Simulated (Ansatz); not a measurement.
## Cu chain started as a strip of triangles: one chain at several levels of theory

Wanted: the relaxed geometry and the open channels of the Cu chain started as a strip of triangles, by several methods.

Program: Ansatz 0.2.0. Level of theory: DFT PBE, plane waves, PAW; relaxation of a chain's period, in the first sound run; inputs show where later runs differ. Results are calculated unless marked as measured.

Most raw output is cut from this account.

### Step 1. Set-up

The cell holds 2 atoms: 2 Cu. Its edges and angles: a = 9.000 Å, b = 7.500 Å, c = 2.583 Å, α = 90.0°, β = 90.0°, γ = 90.0°. Vacuum lies along a and b. The structure's axis is c.

### Step 2. The relaxed wire, level PBE, cutoff 420 eV

Band widths follow the bond lengths, so the chain is relaxed first. The atoms and the third cell vector are free; the box across stays fixed as vacuum. Moments are seeded so that a magnetic state can form if it lies lower. A Fermi-Dirac smearing is set since the result may be a metal. The pressure printed is a third of the stress's trace over the whole box, vacuum included; only the stress along the axis is relaxed.

The input, input.yaml:

```yaml
crystal:
  lattice:
    - [9.0, 0.0, 0.0]
    - [0.0, 7.5, 0.0]
    - [0.0, 0.0, 2.58324]
  atoms:
    - { symbol: Cu, position: [0.377386667, 0.5, 0.0], spin: 0.5 }
    - { symbol: Cu, position: [0.622613333, 0.5, 0.5], spin: 0.5 }
magnetization:
  spin_polarized: true
kpoints:
  mp_grid: { grid: [1, 1, 31] }
scf:
  occupations: { method: fermi_dirac, width: 0.05 }
hamiltonian:
  xc: pbe
relax:
  cell: { fix: [a, b, alpha, beta, gamma] }
  max_steps: 60
```

Started as:

```sh
$ ansatz run input.yaml --threads 4 --pin off --max-ram 8192MiB --backend cpu --events-out ev --progress --plain --runs-dir out
```

Wall time 12 s (4 threads of Arm Neoverse V2, shared host); peak memory 0.49 GiB; 45 s of CPU time.

Relaxation path:

```csv
step,energy less that of the first step (eV),largest force component (eV/Å),pressure (GPa),volume (Å³)
1,0.0000,0.8083,-1.63,174.37
2,-0.1621,0.3988,-0.97,168.28
3,-0.2228,0.2883,0.32,159.77
4,-0.2292,0.0195,-0.04,160.45
5,-0.2293,0.0026,0.01,160.13
6*,-0.2270,0.0026,0.01,160.13
```

Relaxation steps marked * repeat the geometry before them on a plane-wave basis chosen anew for their cell, so energy and pressure can jump there.

Forces are held to the 8 operations that the run works with; a distortion that breaks them can't arise in this run.

```csv
cell as run,before,after,change
c (Å),2.583,2.372,-8.2 %
```

The atoms that moved most (Å, along periodic axes as changes of fractional coordinates times the final cell, across vacuum about the mean position):

```csv
atom,dx,dy,dz,length
Cu1,0.064,0.000,0.000,0.064
Cu2,-0.064,0.000,0.000,0.064
```

The relaxed structure:

```xyz
2
Lattice="9.0000 0.0000 0.0000 0.0000 7.5000 0.0000 0.0000 0.0000 2.3724" Properties=species:S:1:pos:R:3
Cu    3.4602    3.7500    0.0000
Cu    5.5398    3.7500    1.1862
```

Numbers from this step:

| Property | Result |
| --- | --- |
| energy at zero smearing | -13247.5715 eV |
| cell length along the wire | 2.372 Å |

The cell's length comes to 2.372 Å with no moment.

### Step 3. The perfect wire, level PBE, cutoff 420 eV

This step: DFT PBE, plane waves, PAW; channels and complex bands of a perfect chain (Ansatz 0.2.0).

At the relaxed period the Bloch states of the perfect chain are found at each energy: those that move forward count the open channels, and those that decay describe how a disturbance dies away inside the wire itself. An energy step of 0.035 eV is under the 0.039 eV that the program asks for its thermal average at 300 K.

The input, input.yaml:

```yaml
crystal:
  lattice:
    - [9.0, 0.0, 0.0]
    - [0.0, 7.5, 0.0]
    - [0.0, 0.0, 2.3723524564]
  atoms:
    - { symbol: Cu, position: [0.384466057, 0.5, 0.0] }
    - { symbol: Cu, position: [0.615533943, 0.5, 0.5] }
kpoints:
  mp_grid: { grid: [1, 1, 34] }
  band_path: { path: ["Γ", Z], npoints: 60 }
scf:
  occupations: { method: fermi_dirac, width: 0.05 }
hamiltonian:
  xc: pbe
output:
  transmission:
    e_range: [-2, 2]
    de: 0.035
    kmesh: [1, 1]
    reduced_basis: true
    leads: [[0, 0]]
  dos: { projected: true, e_range: [-6, 4] }
  write_potential: true
  write_density: true
  volumetric_format: npy
  elf: true
```

It took 23 s on 4 threads; peak memory 0.72 GiB.

This step gave:

| Quantity | Value |
| --- | --- |
| energy at zero smearing | -13247.5693 eV |
| channels at the energy nearest the Fermi level, one spin | 2 |
| conductance of the lead as this run defines it | 2.000 G₀ |
| band gap | 0 eV |

Open channels of the lead, one spin against energy, zero at the Fermi level:

```csv
energy (eV),"open channels of the lead, one spin"
-2.000,4
-1.895,5
-1.790,5
-1.685,5
-1.615,5
-1.510,6
-1.405,7
-1.300,6
-1.195,6
-1.090,6
-0.985,5
-0.915,3
-0.810,2
-0.705,1
-0.600,1
-0.495,1
-0.390,2
-0.285,2
-0.215,2
-0.110,2
-0.005,2
0.100,2
0.205,2
0.310,2
0.415,2
0.485,2
0.590,2
0.695,2
0.800,2
0.905,2
1.010,2
1.115,2
1.185,2
1.290,2
1.395,2
1.500,2
1.605,2
1.710,3
1.815,3
1.885,3
```

The slowest values at each energy, most degenerate partners merged, listed up to 1.5 1/Å. Im kz of the slowest decaying states against energy, zero at the Fermi level:

```csv
energy (eV),decay 1 (Å⁻¹),decay 2 (Å⁻¹),decay 3 (Å⁻¹),decay 4 (Å⁻¹)
-2.0000,0.277,0.344,0.379,0.855
-1.7550,0.261,0.387,0.731,1.12
-1.5100,0.0970,0.303,0.499,0.981
-1.2650,0.103,0.255,0.325,0.583
-0.9850,0.125,0.262,0.609,0.708
-0.7400,0.175,0.222,0.330,0.376
-0.4950,0.104,0.227,0.281,0.459
-0.2500,0.299,0.330,0.540,0.551
-0.0050,0.336,0.353,0.587,0.625
0.2400,0.354,0.359,0.620,0.688
0.4850,0.350,0.358,0.645,0.742
0.7650,0.324,0.349,0.663,0.797
1.0100,0.287,0.329,0.672,0.840
1.2550,0.231,0.298,0.674,0.880
1.5000,0.138,0.252,0.671,0.861
1.7450,0.183,0.663,0.827,0.949
```

Electronic bands along the path, in eV, zero at the Fermi level:

```csv
point,band 16,band 17,band 18,band 19,band 20,band 21,band 22,band 23
Γ,-1.32,-1.00,-0.86,-0.72,-0.44,1.62,1.98,4.47
halfway,-1.53,-1.25,-1.24,-1.14,1.07,3.77,4.17,6.12
Z,-1.26,-0.99,-0.99,2.72,2.72,6.52,6.52,8.67
```

Electrostatic potential energy in the ca plane at fractional y = 0.500, with atoms of Cu within 0.2 Å of it. With pseudopotentials it is smooth inside the atoms' cores, unlike the true potential.

Ten even steps from '_' (-55 eV) to '@' (3 eV), each cell a mean:
```
@@@@@@@@@@@@@@@@@@@@@@@@
@@@@@@@@@@@@@@@@@@@@@@@@
@@@@@@@@@@@@@@@@@@@@@@@@
@@@@@@@@@@@@@@@@@@@@@@@@
@@@@@@@@@@@@@@@@@@@@@@@@
@@@@@@@@@@@@@@@@@@@@@@@@
@@@@@@%%%%######%%%%@@@@
@@@@%%**--::..::--**%%@@
%%%%**::__________::**%%
%%%%**::__________::**%%
@@@@%%**==::::::==**%%@@
%%%%%%%%%%######%%%%%%%%
++++**##%%@@@@@@%%##**++
____..==##%%@@%%##==..__
______::++%%%%%%++::____
____..==##%%%%%%##==..__
==++**%%%%@@@@@@%%%%**++
%%%%@@@@@@@@@@@@@@@@@@%%
@@@@@@@@@@@@@@@@@@@@@@@@
@@@@@@@@@@@@@@@@@@@@@@@@
@@@@@@@@@@@@@@@@@@@@@@@@
@@@@@@@@@@@@@@@@@@@@@@@@
@@@@@@@@@@@@@@@@@@@@@@@@
@@@@@@@@@@@@@@@@@@@@@@@@
```
Columns run along c (2.4 Å; values clipped at the 3rd and 97th percentile), rows up along a (9.0 Å). Atoms in or near the plane, at fractional coordinates: Cu at (0.00, 0.38), Cu at (0.50, 0.62).

ELF in the ca plane at fractional y = 0.500, with atoms of Cu within 0.2 Å of it. It is the smooth field of the valence electrons, not physical close to the nuclei.

Values, 24 rows by 12 columns, each cell a mean:
```
0.00 0.00 0.00 0.00 0.00 0.00 0.00 0.00 0.00 0.00 0.00 0.00
0.02 0.02 0.02 0.02 0.02 0.02 0.02 0.02 0.02 0.02 0.02 0.02
0.11 0.10 0.09 0.09 0.08 0.07 0.07 0.07 0.08 0.09 0.09 0.10
0.20 0.19 0.17 0.15 0.13 0.12 0.12 0.12 0.13 0.15 0.17 0.19
0.28 0.26 0.22 0.18 0.15 0.14 0.13 0.14 0.15 0.18 0.22 0.26
0.33 0.30 0.24 0.18 0.15 0.13 0.12 0.13 0.15 0.18 0.24 0.30
0.33 0.29 0.21 0.16 0.15 0.14 0.14 0.14 0.15 0.16 0.21 0.29
0.29 0.23 0.18 0.19 0.23 0.29 0.32 0.29 0.23 0.19 0.18 0.23
0.24 0.20 0.19 0.24 0.46 0.75 0.85 0.75 0.46 0.24 0.19 0.20
0.24 0.19 0.18 0.23 0.42 0.70 0.80 0.70 0.42 0.23 0.18 0.19
0.30 0.24 0.18 0.19 0.22 0.28 0.31 0.28 0.22 0.19 0.18 0.24
0.26 0.25 0.22 0.21 0.21 0.21 0.22 0.21 0.21 0.21 0.22 0.25
0.22 0.21 0.20 0.19 0.21 0.26 0.30 0.26 0.21 0.19 0.20 0.21
0.56 0.48 0.31 0.20 0.17 0.21 0.26 0.21 0.17 0.20 0.31 0.48
0.90 0.82 0.50 0.25 0.18 0.19 0.23 0.19 0.18 0.25 0.50 0.82
0.59 0.50 0.32 0.21 0.19 0.21 0.26 0.21 0.19 0.21 0.32 0.50
0.19 0.18 0.17 0.17 0.19 0.26 0.32 0.26 0.19 0.17 0.17 0.18
0.12 0.13 0.14 0.17 0.23 0.30 0.33 0.30 0.23 0.17 0.14 0.13
0.13 0.14 0.15 0.19 0.23 0.29 0.31 0.29 0.23 0.19 0.15 0.14
0.13 0.13 0.14 0.17 0.20 0.22 0.23 0.22 0.20 0.17 0.14 0.13
0.09 0.10 0.10 0.11 0.13 0.14 0.15 0.14 0.13 0.11 0.10 0.10
0.04 0.04 0.05 0.05 0.05 0.06 0.06 0.06 0.05 0.05 0.05 0.04
0.00 0.00 0.00 0.00 0.00 0.00 0.00 0.00 0.00 0.00 0.00 0.00
0.00 0.00 0.00 0.00 0.00 0.00 0.00 0.00 0.00 0.00 0.00 0.00
```
Columns run along c (2.4 Å), rows up along a (9.0 Å). Atoms in or near the plane, at fractional coordinates: Cu at (0.00, 0.38), Cu at (0.50, 0.62).

Valence density in the ca plane at fractional y = 0.500, with atoms of Cu within 0.2 Å of it. It is the smooth field of the valence electrons, not physical close to the nuclei.

Ten steps, logarithmic in the rise over the least value, from '_' (0 e/Å³) to '@' (62 e/Å³), each cell a mean:
```
________________________
________________________
________________________
________________________
________________________
________________________
__________......________
____..::--==++==--::..__
__....==**%%@@%%**==....
__....--**%%@@%%**--....
____..::--==++==--::..__
........................
--::::....______....::::
####++--....__....--++##
@@@@**==::..__..::==**@@
####++--..______..--++##
::::....__________....::
________________________
________________________
________________________
________________________
________________________
________________________
________________________
```
Columns run along c (2.4 Å), rows up along a (9.0 Å). Atoms in or near the plane, at fractional coordinates: Cu at (0.00, 0.38), Cu at (0.50, 0.62).

By hand: the program gives 2.2957 × 10^14 S/m² over the cell's cross-section of 67.50 Å² = 6.750 × 10^-19 m², so one cell conducts 1.550 × 10^-4 S. Divided by G0 = 2e²/h = 7.748 × 10^-5 S this is 2.00 G0, a resistance of 6.45 kΩ.

At the computed energy nearest the Fermi level there are 2 channels a spin, and the thermal average gives 2.00 G₀.

### Step 4. Relaxation of atoms and period

This step: DFT LDA, plane waves, PAW; relaxation of a chain's period (Ansatz 0.2.0).

The relaxation is repeated under another functional. LDA has no gradient terms and tends to overbind, so it marks the short end of the likely bond lengths.

The input, input.yaml:

```yaml
crystal:
  lattice:
    - [9.0, 0.0, 0.0]
    - [0.0, 7.5, 0.0]
    - [0.0, 0.0, 2.58324]
  atoms:
    - { symbol: Cu, position: [0.377386667, 0.5, 0.0], spin: 0.5 }
    - { symbol: Cu, position: [0.622613333, 0.5, 0.5], spin: 0.5 }
magnetization:
  spin_polarized: true
kpoints:
  mp_grid: { grid: [1, 1, 31] }
scf:
  occupations: { method: fermi_dirac, width: 0.05 }
hamiltonian:
  xc: lda
relax:
  cell: { fix: [a, b, alpha, beta, gamma] }
  max_steps: 60
```

Elapsed: 15 s, on 4 threads; peak memory 0.47 GiB; 56 s of CPU time.

Step by step:

```csv
step,energy less that of the first step (eV),largest force component (eV/Å),pressure (GPa),volume (Å³)
1,0.0000,1.2704,-2.52,174.37
2,-0.3799,0.6628,-1.60,165.87
3,-0.5076,0.6127,0.22,157.55
4,-0.5365,0.1528,-0.02,155.76
5,-0.5399,0.0217,0.11,153.86
6,-0.5403,0.0191,-0.03,154.53
7,-0.5403,0.0001,0.01,154.41
8*,-0.5386,0.0000,0.00,154.41
```

Relaxation steps marked * repeat the geometry before them on a plane-wave basis chosen anew for their cell, so energy and pressure can jump there.

The run keeps the 8 symmetry operations that it works with, so distortions that break them were not tested.

```csv
cell as run,before,after,change
c (Å),2.583,2.288,-11.4 %
```

The atoms that moved most (Å, along periodic axes as changes of fractional coordinates times the final cell, across vacuum about the mean position):

```csv
atom,dx,dy,dz,length
Cu1,0.097,0.000,0.000,0.097
Cu2,-0.097,0.000,0.000,0.097
```

Final coordinates:

```xyz
2
Lattice="9.0000 0.0000 0.0000 0.0000 7.5000 0.0000 0.0000 0.0000 2.2876" Properties=species:S:1:pos:R:3
Cu    3.4930    3.7500    0.0000
Cu    5.5070    3.7500    1.1438
```

The cell's length comes to 2.288 Å, -3.6 % against the first run, with no moment.

The cell shrank by 11.4 % in its periodic edges. From the first step to the last the energy fell by 0.539 eV, across changes of basis, and the largest move was 0.10 Å (Cu1 and 1 other atom alike).

### Step 5. Bands of the perfect wire, level LDA, cutoff 420 eV

This step: DFT LDA, plane waves, PAW; channels and complex bands of a perfect chain (Ansatz 0.2.0).

The channels are counted again under LDA, at the period that it gave.

The input, input.yaml:

```yaml
crystal:
  lattice:
    - [9.0, 0.0, 0.0]
    - [0.0, 7.5, 0.0]
    - [0.0, 0.0, 2.2875974333]
  atoms:
    - { symbol: Cu, position: [0.388111942, 0.5, 0.0] }
    - { symbol: Cu, position: [0.611888058, 0.5, 0.5] }
kpoints:
  mp_grid: { grid: [1, 1, 35] }
  band_path: { path: ["Γ", Z], npoints: 60 }
scf:
  occupations: { method: fermi_dirac, width: 0.05 }
hamiltonian:
  xc: lda
output:
  transmission:
    e_range: [-2, 2]
    de: 0.035
    kmesh: [1, 1]
    reduced_basis: true
    leads: [[0, 0]]
  dos: { projected: true, e_range: [-6, 4] }
```

Wall time 23 s (4 threads); peak memory 0.71 GiB.

Open channels of the lead, one spin against energy, zero at the Fermi level:

```csv
energy (eV),"open channels of the lead, one spin"
-2.000,5
-1.895,5
-1.790,5
-1.685,5
-1.615,6
-1.510,6
-1.405,7
-1.300,6
-1.195,6
-1.090,6
-0.985,6
-0.915,3
-0.810,2
-0.705,2
-0.600,1
-0.495,1
-0.390,2
-0.285,2
-0.215,2
-0.110,2
-0.005,2
0.100,2
0.205,2
0.310,2
0.415,2
0.485,2
0.590,2
0.695,2
0.800,2
0.905,2
1.010,2
1.115,2
1.185,2
1.290,2
1.395,2
1.500,2
1.605,3
1.710,3
1.815,3
1.885,3
```

At the computed energy nearest the Fermi level there are 2 channels a spin, and the thermal average gives 2.00 G₀.

### Step 6. The relaxed wire, cutoff 500 eV

This step: DFT r2SCAN, plane waves, PAW; relaxation of a chain's period (Ansatz 0.2.0).

The relaxation is repeated under another functional. r2SCAN also reads the kinetic-energy density; it often gives larger moments and wider gaps than PBE, at a higher cost. Against the first PBE run of this kind, the cutoff is 500 eV against 420.

The input, input.yaml:

```yaml
crystal:
  lattice:
    - [9.0, 0.0, 0.0]
    - [0.0, 7.5, 0.0]
    - [0.0, 0.0, 2.58324]
  atoms:
    - { symbol: Cu, position: [0.377386667, 0.5, 0.0], spin: 0.5 }
    - { symbol: Cu, position: [0.622613333, 0.5, 0.5], spin: 0.5 }
magnetization:
  spin_polarized: true
kpoints:
  mp_grid: { grid: [1, 1, 31] }
scf:
  occupations: { method: fermi_dirac, width: 0.05 }
hamiltonian:
  xc: r2scan
relax:
  cell: { fix: [a, b, alpha, beta, gamma] }
  max_steps: 60
```

Elapsed: 48 s, on 4 threads; peak memory 0.9 GiB.

Step by step:

```csv
step,energy less that of the first step (eV),largest force component (eV/Å),pressure (GPa),volume (Å³)
1,0.0000,1.0586,-2.06,174.37
2,-0.2597,0.5213,-1.22,166.94
3,-0.3434,0.4522,0.34,158.49
4,-0.3569,0.0480,-0.03,158.32
5,-0.3579,0.0032,0.04,157.31
6,-0.3579,0.0010,0.01,157.49
7*,-0.3569,0.0013,0.00,157.49
```

Relaxation steps marked * repeat the geometry before them on a plane-wave basis chosen anew for their cell, so energy and pressure can jump there.

The run keeps the 8 symmetry operations that it works with, so distortions that break them were not tested.

```csv
cell as run,before,after,change
c (Å),2.583,2.333,-9.7 %
```

The atoms that moved most (Å, along periodic axes as changes of fractional coordinates times the final cell, across vacuum about the mean position):

```csv
atom,dx,dy,dz,length
Cu1,0.081,0.000,0.000,0.081
Cu2,-0.081,0.000,0.000,0.081
```

The relaxed structure:

```
Cu
1.0
     9.00000    0.00000    0.00000
     0.00000    7.50000    0.00000
     0.00000    0.00000    2.33313
Cu
2
Direct
  0.38641 0.50000 0.00000
  0.61359 0.50000 0.50000
```

The cell's length comes to 2.333 Å, -1.7 % against the first run, with no moment.

The cell shrank by 9.7 % in its periodic edges. First to last step the energy falls by 0.357 eV, across changes of basis; the largest move, 0.08 Å, is that of Cu1 and 1 other atom alike.

### Step 7. The wire at its relaxed period, level r2SCAN, cutoff 500 eV

This step: DFT r2SCAN, plane waves, PAW; channels and complex bands of a perfect chain (Ansatz 0.2.0).

The channels are counted again under r2SCAN, at the period that it gave. Its window is narrower, to save time.

The input, input.yaml:

```yaml
crystal:
  lattice:
    - [9.0, 0.0, 0.0]
    - [0.0, 7.5, 0.0]
    - [0.0, 0.0, 2.3331290239]
  atoms:
    - { symbol: Cu, position: [0.386410993, 0.5, 0.0] }
    - { symbol: Cu, position: [0.613589007, 0.5, 0.5] }
kpoints:
  mp_grid: { grid: [1, 1, 35] }
  band_path: { path: ["Γ", Z], npoints: 60 }
scf:
  occupations: { method: fermi_dirac, width: 0.05 }
hamiltonian:
  xc: r2scan
output:
  transmission:
    e_range: [-0.7, 0.7]
    de: 0.035
    kmesh: [1, 1]
    reduced_basis: true
    leads: [[0, 0]]
  dos: { projected: true, e_range: [-6, 4] }
```

Wall time 20 s (4 threads); peak memory 0.97 GiB.

At the computed energy nearest the Fermi level there are 2 channels a spin, and the thermal average gives 2.00 G₀.

### Step 8. Relaxing the period

This step: DFT PBEsol, plane waves, PAW; relaxation of a chain's period (Ansatz 0.2.0).

The relaxation is repeated under another functional. PBEsol weakens PBE's gradient terms and usually lands between LDA and PBE.

The input, input.yaml:

```yaml
crystal:
  lattice:
    - [9.0, 0.0, 0.0]
    - [0.0, 7.5, 0.0]
    - [0.0, 0.0, 2.58324]
  atoms:
    - { symbol: Cu, position: [0.377386667, 0.5, 0.0], spin: 0.5 }
    - { symbol: Cu, position: [0.622613333, 0.5, 0.5], spin: 0.5 }
magnetization:
  spin_polarized: true
kpoints:
  mp_grid: { grid: [1, 1, 31] }
scf:
  occupations: { method: fermi_dirac, width: 0.05 }
hamiltonian:
  xc: pbesol
relax:
  cell: { fix: [a, b, alpha, beta, gamma] }
  max_steps: 60
```

Run time: 15 s. Hardware: 4 threads; peak memory 0.5 GiB; 57 s of CPU time.

Relaxation path:

```csv
step,energy less that of the first step (eV),largest force component (eV/Å),pressure (GPa),volume (Å³)
1,0.0000,1.0700,-2.10,174.37
2,-0.2739,0.5321,-1.27,166.66
3,-0.3638,0.4450,0.31,158.23
4,-0.3775,0.0366,-0.02,157.68
5,-0.3779,0.0041,0.03,156.95
6,-0.3780,0.0000,0.01,157.11
7*,-0.3757,0.0004,0.01,157.11
```

Relaxation steps marked * repeat the geometry before them on a plane-wave basis chosen anew for their cell, so energy and pressure can jump there.

Forces are held to the 8 operations that the run works with; a distortion that breaks them can't arise in this run.

```csv
cell as run,before,after,change
c (Å),2.583,2.327,-9.9 %
```

The atoms that moved most (Å, along periodic axes as changes of fractional coordinates times the final cell, across vacuum about the mean position):

```csv
atom,dx,dy,dz,length
Cu1,0.083,0.000,0.000,0.083
Cu2,-0.083,0.000,0.000,0.083
```

Final coordinates:

```cif
data_structure
_symmetry_space_group_name_H-M 'P 1'
_symmetry_Int_Tables_number 1
_cell_length_a 9.0000
_cell_length_b 7.5000
_cell_length_c 2.3275
_cell_angle_alpha 90.000
_cell_angle_beta 90.000
_cell_angle_gamma 90.000
_cell_volume 157.11
loop_
_atom_site_label
_atom_site_type_symbol
_atom_site_fract_x
_atom_site_fract_y
_atom_site_fract_z
_atom_site_occupancy
Cu1 Cu 0.38662 0.50000 0.00000 1
Cu2 Cu 0.61338 0.50000 0.50000 1
```

The cell's length comes to 2.327 Å, -1.9 % against the first run, with no moment.

[end of part 1 of 2]

[Logs are printed without paths, hosts, clocks, repeated set-up lines and the standing remarks that a program may print on its own settings, such as how far it seeks lower states.]

[Hosts, paths, dates, database ids (printed as entryN), source tags and the programs' standing remarks are cut or masked in the printed files.]
